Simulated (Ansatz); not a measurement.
# Li3VO4 (Pmn2_1): the host for defect calculations, part 2 of 3

Aim: the runs on the perfect crystal Li3VO4 (Pmn2_1) that a defect calculation needs first.

Ansatz 0.2.0; plane-wave PAW DFT, PBEsol; single point of the host's primitive cell on a dense mesh (the session's first sound run).

So far: Starting point; Primitive cell on a dense mesh; Self-consistent run.

### 4. Defect free supercell relaxed from its symmetric sites

This cell, the one that will hold the defects, is built from the relaxed host. Its coarser k-points can move the atoms a little, so it is relaxed from the symmetric sites, as the reference for the test of stability.

This step: plane-wave PAW DFT, PBEsol; relaxation of the defect-free supercell from its symmetric sites (Ansatz 0.2.0).

Contents of pristine.symmetric/input.yaml:

```yaml
crystal:
  lattice:
    - [-6.2860121637, 5.4179606667, 4.9216573602]
    - [6.2860121637, -5.4179606667, 4.9216573602]
    - [6.2860121637, 5.4179606667, -4.9216573602]
  atoms:
    - { symbol: Li, position: [0.3391445132, 0.128833533, 0.457799152] }
    - { symbol: Li, position: [0.3391445132, 0.628833533, 0.957799152] }
    - { symbol: Li, position: [0.8391445132, 0.128833533, 0.957799152] }
    - { symbol: Li, position: [0.8391445132, 0.628833533, 0.457799152] }
    - { symbol: Li, position: [0.421034381, 0.3813453611, 0.292200848] }
    - { symbol: Li, position: [0.421034381, 0.8813453611, 0.792200848] }
    - { symbol: Li, position: [0.921034381, 0.3813453611, 0.792200848] }
    - { symbol: Li, position: [0.921034381, 0.8813453611, 0.292200848] }
    - { symbol: Li, position: [0.421034381, 0.128833533, 0.0396890198] }
    - { symbol: Li, position: [0.421034381, 0.628833533, 0.5396890198] }
    - { symbol: Li, position: [0.921034381, 0.128833533, 0.5396890198] }
    - { symbol: Li, position: [0.921034381, 0.628833533, 0.0396890198] }
    - { symbol: Li, position: [0.3391445132, 0.3813453611, 0.7103109802] }
    - { symbol: Li, position: [0.3391445132, 0.8813453611, 0.2103109802] }
    - { symbol: Li, position: [0.8391445132, 0.3813453611, 0.2103109802] }
    - { symbol: Li, position: [0.8391445132, 0.8813453611, 0.7103109802] }
    - { symbol: Li, position: [0.0886183467, 0.2553376531, 0.3332806935] }
    - { symbol: Li, position: [0.0886183467, 0.7553376531, 0.8332806935] }
    - { symbol: Li, position: [0.5886183467, 0.2553376531, 0.8332806935] }
    - { symbol: Li, position: [0.5886183467, 0.7553376531, 0.3332806935] }
    - { symbol: Li, position: [0.1720569596, 0.2553376531, 0.9167193065] }
    - { symbol: Li, position: [0.1720569596, 0.7553376531, 0.4167193065] }
    - { symbol: Li, position: [0.6720569596, 0.2553376531, 0.4167193065] }
    - { symbol: Li, position: [0.6720569596, 0.7553376531, 0.9167193065] }
    - { symbol: V, position: [0.0854685392, 0.0005265814, 0.0849419578] }
    - { symbol: V, position: [0.0854685392, 0.5005265814, 0.5849419578] }
    - { symbol: V, position: [0.5854685392, 0.0005265814, 0.5849419578] }
    - { symbol: V, position: [0.5854685392, 0.5005265814, 0.0849419578] }
    - { symbol: V, position: [0.1655846236, 0.0005265814, 0.6650580422] }
    - { symbol: V, position: [0.1655846236, 0.5005265814, 0.1650580422] }
    - { symbol: V, position: [0.6655846236, 0.0005265814, 0.1650580422] }
    - { symbol: V, position: [0.6655846236, 0.5005265814, 0.6650580422] }
    - { symbol: O, position: [0.2151925677, 0.167659199, 0.2723466253] }
    - { symbol: O, position: [0.2151925677, 0.667659199, 0.7723466253] }
    - { symbol: O, position: [0.7151925677, 0.167659199, 0.7723466253] }
    - { symbol: O, position: [0.7151925677, 0.667659199, 0.2723466253] }
    - { symbol: O, position: [0.4131487247, 0.3268281098, 0.0863206149] }
    - { symbol: O, position: [0.4131487247, 0.8268281098, 0.5863206149] }
    - { symbol: O, position: [0.9131487247, 0.3268281098, 0.5863206149] }
    - { symbol: O, position: [0.9131487247, 0.8268281098, 0.0863206149] }
    - { symbol: O, position: [0.2151925677, 0.4428459423, 0.5475333687] }
    - { symbol: O, position: [0.2151925677, 0.9428459423, 0.0475333687] }
    - { symbol: O, position: [0.7151925677, 0.4428459423, 0.0475333687] }
    - { symbol: O, position: [0.7151925677, 0.9428459423, 0.5475333687] }
    - { symbol: O, position: [0.1453125737, 0.4428459423, 0.9776533747] }
    - { symbol: O, position: [0.1453125737, 0.9428459423, 0.4776533747] }
    - { symbol: O, position: [0.6453125737, 0.4428459423, 0.4776533747] }
    - { symbol: O, position: [0.6453125737, 0.9428459423, 0.9776533747] }
    - { symbol: O, position: [0.1453125737, 0.167659199, 0.7024666313] }
    - { symbol: O, position: [0.1453125737, 0.667659199, 0.2024666313] }
    - { symbol: O, position: [0.6453125737, 0.167659199, 0.2024666313] }
    - { symbol: O, position: [0.6453125737, 0.667659199, 0.7024666313] }
    - { symbol: O, position: [0.3700256149, 0.0545216202, 0.8155039946] }
    - { symbol: O, position: [0.3700256149, 0.5545216202, 0.3155039946] }
    - { symbol: O, position: [0.8700256149, 0.0545216202, 0.3155039946] }
    - { symbol: O, position: [0.8700256149, 0.5545216202, 0.8155039946] }
    - { symbol: O, position: [0.4890176256, 0.0545216202, 0.4344960054] }
    - { symbol: O, position: [0.4890176256, 0.5545216202, 0.9344960054] }
    - { symbol: O, position: [0.9890176256, 0.0545216202, 0.9344960054] }
    - { symbol: O, position: [0.9890176256, 0.5545216202, 0.4344960054] }
    - { symbol: O, position: [0.4905074949, 0.3268281098, 0.6636793851] }
    - { symbol: O, position: [0.4905074949, 0.8268281098, 0.1636793851] }
    - { symbol: O, position: [0.9905074949, 0.3268281098, 0.1636793851] }
    - { symbol: O, position: [0.9905074949, 0.8268281098, 0.6636793851] }
basis:
  ecutwfc: 420
  xc_grid: 2
hamiltonian:
  xc: pbesol
kpoints:
  mp_grid: { grid: [1, 1, 1], shift: [0.25, 0.25, 0.25] }
scf:
  occupations: { method: fermi_dirac, width: 0.01 }
  max_iter: 80
output:
  forces: true
relax:
  f_tol: 0.01
  max_steps: 60
  escape_saddle: false
checkpoint:
  write: "../pristine.symmetric.run"
  compress: false
  write_wavefunctions: false
  write_every: 100000
```

The run is started by

```console
> ansatz run input.yaml --threads 4 --pin off --max-ram 7536MiB --backend cpu --events-out ev --progress --plain --runs-dir out
```

Numbers of over 12 decimals in the logs are rounded to 6 here.

Output:

```text
[... repeated set-up lines and file paths are left out, and long positions are rounded to six places ...]
[...]
Crystal: 64 atoms, lattice volume = 670.475 Å³
Basis set: ecut = 420 eV, 13091 PW (Γ), exchange–correlation on 144×144×144 points (8 copies of the dense FFT grid, shifted against one another)
Bands: 248, of which v1, the nominal top of the filled ones, is band 184 counted from 1 (183 counted from 0)
Symmetry: 16 space group operations
[...]
k-points: 1
[...]
SCF iter   1: F=—  HF=-45973.585208 eV  |F-HF|=—  |Δ(HF+E_count)|=         —  Δρ=1.27e-2  dr2=8.74e-1  ethr=1.77e-3  ⟨swp⟩=6.0  Hψ=843  notcnv=0  defer=32
[...]
SCF iter   8: F=-45973.372951 eV  HF=-45973.372950 eV  |F-HF|=5.21e-7  |Δ(HF+E_count)|=   7.93e-6  Δρ=7.92e-6  dr2=4.92e-7  ethr=6.79e-10  ⟨swp⟩=3.0  Hψ=620  notcnv=0
SCF 1 converged in 8 iterations: F = -45973.372951 eV  dr2 = 4.92e-7
[...]
relax step   1: F+E_penalty+E_count = -45973.37295072 eV  Δ(F+E_penalty+E_count) = +0.000e0 eV  max|allowed force component| = 3.274e-2 eV/Å  Δτ_max = 0.0000 Å  (8 SCF iters, dr2 threshold 2.50e-6 eV, accepted)
[... the SCF cycles and remarks between the steps are left out from here to the last step ...]
relax step   2: F+E_penalty+E_count = -45973.37304056 eV  Δ(F+E_penalty+E_count) = -8.984e-5 eV  max|allowed force component| = 1.641e-2 eV/Å  Δτ_max = 0.0003 Å  (5 SCF iters, accepted)
SCF iter   1: F=—  HF=-45973.373767 eV  |F-HF|=—  |Δ(HF+E_count)|=         —  Δρ=5.79e-5  dr2=1.63e-5  ethr=7.04e-8  ⟨swp⟩=2.0  Hψ=410  notcnv=0  defer=48
[...]
SCF iter   5: F=-45973.373078 eV  HF=-45973.373078 eV  |F-HF|=7.90e-9  |Δ(HF+E_count)|=   1.77e-7  Δρ=2.77e-6  dr2=5.29e-8  ethr=2.72e-11  ⟨swp⟩=2.0  Hψ=700  notcnv=0
SCF 3 converged in 5 iterations: F = -45973.373078 eV  dr2 = 5.29e-8
relax step   3: F+E_penalty+E_count = -45973.37307827 eV  Δ(F+E_penalty+E_count) = -3.771e-5 eV  max|allowed force component| = 7.523e-4 eV/Å  Δτ_max = 0.0003 Å  (5 SCF iters, accepted)
SCF converged after 5 iterations
Free energy (F): -45973.373078 eV
[...]
Internal energy: -45973.373078 eV  (E = F + TS)
E sigma→0 (E₀):  -45973.373078 eV
Fermi energy:    5.083962 eV
[...]
--- Forces (eV/Å), atoms counted from 1 ---
  atom   1  Li    -0.00025203     0.00041420     0.00068456
  atom   2  Li    -0.00025203     0.00041420     0.00068456
  atom   3  Li    -0.00025203     0.00041420     0.00068456
  atom   4  Li    -0.00025203     0.00041420     0.00068456
  atom   5  Li     0.00025203    -0.00041420     0.00068456
  atom   6  Li     0.00025203    -0.00041420     0.00068456
  atom   7  Li     0.00025203    -0.00041420     0.00068456
  atom   8  Li     0.00025203    -0.00041420     0.00068456
  atom   9  Li    -0.00025203    -0.00041420     0.00068456
  atom  10  Li    -0.00025203    -0.00041420     0.00068456
  atom  11  Li    -0.00025203    -0.00041420     0.00068456
  atom  12  Li    -0.00025203    -0.00041420     0.00068456
  atom  13  Li     0.00025203     0.00041420     0.00068456
  atom  14  Li     0.00025203     0.00041420     0.00068456
  atom  15  Li     0.00025203     0.00041420     0.00068456
  atom  16  Li     0.00025203     0.00041420     0.00068456
  atom  17  Li     0.00000000    -0.00016018     0.00075230
  atom  18  Li    -0.00000000    -0.00016018     0.00075230
  atom  19  Li     0.00000000    -0.00016018     0.00075230
  atom  20  Li     0.00000000    -0.00016018     0.00075230
  atom  21  Li     0.00000000     0.00016018     0.00075230
  atom  22  Li     0.00000000     0.00016018     0.00075230
  atom  23  Li     0.00000000     0.00016018     0.00075230
  atom  24  Li    -0.00000000     0.00016018     0.00075230
  atom  25  V     -0.00000000     0.00047039    -0.00032872
  atom  26  V      0.00000000     0.00047039    -0.00032872
  atom  27  V      0.00000000     0.00047039    -0.00032872
  atom  28  V     -0.00000000     0.00047039    -0.00032872
  atom  29  V      0.00000000    -0.00047039    -0.00032872
  atom  30  V      0.00000000    -0.00047039    -0.00032872
  atom  31  V     -0.00000000    -0.00047039    -0.00032872
  atom  32  V      0.00000000    -0.00047039    -0.00032872
  atom  33  O     -0.00012158    -0.00021575    -0.00031744
  atom  34  O     -0.00012158    -0.00021575    -0.00031744
  atom  35  O     -0.00012158    -0.00021575    -0.00031744
  atom  36  O     -0.00012158    -0.00021575    -0.00031744
  atom  37  O      0.00000000    -0.00011585    -0.00042593
  atom  38  O     -0.00000000    -0.00011585    -0.00042593
  atom  39  O     -0.00000000    -0.00011585    -0.00042593
  atom  40  O     -0.00000000    -0.00011585    -0.00042593
[...]
atom  53  O     -0.00000000     0.00073262    -0.00073175
  atom  54  O     -0.00000000     0.00073262    -0.00073175
  atom  55  O      0.00000000     0.00073262    -0.00073175
  atom  56  O     -0.00000000     0.00073262    -0.00073175
  atom  57  O      0.00000000    -0.00073262    -0.00073175
  atom  58  O     -0.00000000    -0.00073262    -0.00073175
  atom  59  O      0.00000000    -0.00073262    -0.00073175
  atom  60  O     -0.00000000    -0.00073262    -0.00073175
  atom  61  O     -0.00000000     0.00011585    -0.00042593
  atom  62  O     -0.00000000     0.00011585    -0.00042593
  atom  63  O      0.00000000     0.00011585    -0.00042593
  atom  64  O     -0.00000000     0.00011585    -0.00042593
  max |Σ_I F_I| component: 1.03e-6 eV/Å
--- Relaxed structure (3 steps of the walk, 3 accepted, 0 SCFs on fresh bases) ---
  F+E_penalty+E_count = -45973.37307827 eV   max|allowed force component| = 7.523e-4 eV/Å
  atoms:
    - { symbol: Li, position: [0.339142, 0.128788, 0.457770] }
    - { symbol: Li, position: [0.339142, 0.628788, 0.957770] }
    - { symbol: Li, position: [0.839142, 0.128788, 0.957770] }
    - { symbol: Li, position: [0.839142, 0.628788, 0.457770] }
    - { symbol: Li, position: [0.421019, 0.381373, 0.292230] }
    - { symbol: Li, position: [0.421019, 0.881373, 0.792230] }
    - { symbol: Li, position: [0.921019, 0.381373, 0.792230] }
    - { symbol: Li, position: [0.921019, 0.881373, 0.292230] }
    - { symbol: Li, position: [0.421019, 0.128788, 0.039646] }
    - { symbol: Li, position: [0.421019, 0.628788, 0.539646] }
    - { symbol: Li, position: [0.921019, 0.128788, 0.539646] }
    - { symbol: Li, position: [0.921019, 0.628788, 0.039646] }
    - { symbol: Li, position: [0.339142, 0.381373, 0.710354] }
    - { symbol: Li, position: [0.339142, 0.881373, 0.210354] }
    - { symbol: Li, position: [0.839142, 0.381373, 0.210354] }
    - { symbol: Li, position: [0.839142, 0.881373, 0.710354] }
    - { symbol: Li, position: [0.088689, 0.255364, 0.333326] }
    - { symbol: Li, position: [0.088689, 0.755364, 0.833326] }
    - { symbol: Li, position: [0.588689, 0.255364, 0.833326] }
    - { symbol: Li, position: [0.588689, 0.755364, 0.333326] }
    - { symbol: Li, position: [0.172038, 0.255364, 0.916674] }
    - { symbol: Li, position: [0.172038, 0.755364, 0.416674] }
    - { symbol: Li, position: [0.672038, 0.255364, 0.416674] }
    - { symbol: Li, position: [0.672038, 0.755364, 0.916674] }
    - { symbol: V, position: [0.085510, 0.000583, 0.084928] }
    - { symbol: V, position: [0.085510, 0.500583, 0.584928] }
    - { symbol: V, position: [0.585510, 0.000583, 0.584928] }
    - { symbol: V, position: [0.585510, 0.500583, 0.084928] }
    - { symbol: V, position: [0.165655, 0.000583, 0.665072] }
    - { symbol: V, position: [0.165655, 0.500583, 0.165072] }
    - { symbol: V, position: [0.665655, 0.000583, 0.165072] }
    - { symbol: V, position: [0.665655, 0.500583, 0.665072] }
    - { symbol: O, position: [0.215180, 0.167640, 0.272346] }
    - { symbol: O, position: [0.215180, 0.667640, 0.772346] }
    - { symbol: O, position: [0.715180, 0.167640, 0.772346] }
    - { symbol: O, position: [0.715180, 0.667640, 0.272346] }
    - { symbol: O, position: [0.413099, 0.326797, 0.086302] }
    - { symbol: O, position: [0.413099, 0.826797, 0.586302] }
    - { symbol: O, position: [0.913099, 0.326797, 0.586302] }
    - { symbol: O, position: [0.913099, 0.826797, 0.086302] }
    - { symbol: O, position: [0.215180, 0.442834, 0.547540] }
    - { symbol: O, position: [0.215180, 0.942834, 0.047540] }
    - { symbol: O, position: [0.715180, 0.442834, 0.047540] }
    - { symbol: O, position: [0.715180, 0.942834, 0.547540] }
    - { symbol: O, position: [0.145294, 0.442834, 0.977654] }
    - { symbol: O, position: [0.145294, 0.942834, 0.477654] }
    - { symbol: O, position: [0.645294, 0.442834, 0.477654] }
    - { symbol: O, position: [0.645294, 0.942834, 0.977654] }
    - { symbol: O, position: [0.145294, 0.167640, 0.702460] }
    - { symbol: O, position: [0.145294, 0.667640, 0.202460] }
    - { symbol: O, position: [0.645294, 0.167640, 0.202460] }
    - { symbol: O, position: [0.645294, 0.667640, 0.702460] }
    - { symbol: O, position: [0.370053, 0.054521, 0.815533] }
    - { symbol: O, position: [0.370053, 0.554521, 0.315533] }
    - { symbol: O, position: [0.870053, 0.054521, 0.315533] }
    - { symbol: O, position: [0.870053, 0.554521, 0.815533] }
    - { symbol: O, position: [0.488988, 0.054521, 0.434467] }
    - { symbol: O, position: [0.488988, 0.554521, 0.934467] }
    - { symbol: O, position: [0.988988, 0.054521, 0.934467] }
    - { symbol: O, position: [0.988988, 0.554521, 0.434467] }
    - { symbol: O, position: [0.490494, 0.326797, 0.663698] }
    - { symbol: O, position: [0.490494, 0.826797, 0.163698] }
    - { symbol: O, position: [0.990494, 0.326797, 0.163698] }
    - { symbol: O, position: [0.990494, 0.826797, 0.663698] }
```

It took 18 s on 4 threads of Arm Neoverse V1, shared host; peak memory 1.3 GiB; 68 s of CPU time.

No atom moved by 0.005 Å in the relaxation.

(Continued in part 3 of 3.)

[Logs are printed without paths, hosts, clocks, repeated set-up lines and the standing remarks that a program may print on its own settings, such as how far it seeks lower states.]

[Hosts, paths, dates, database ids (printed as entryN), source tags and the programs' standing remarks are cut or masked in the printed files.]

[Runs of the host that timed out are not shown.]

[For some hosts the program warned that the k-mesh of the response run may be too coarse for force constants and the static dielectric constant; such warnings are not always shown.]
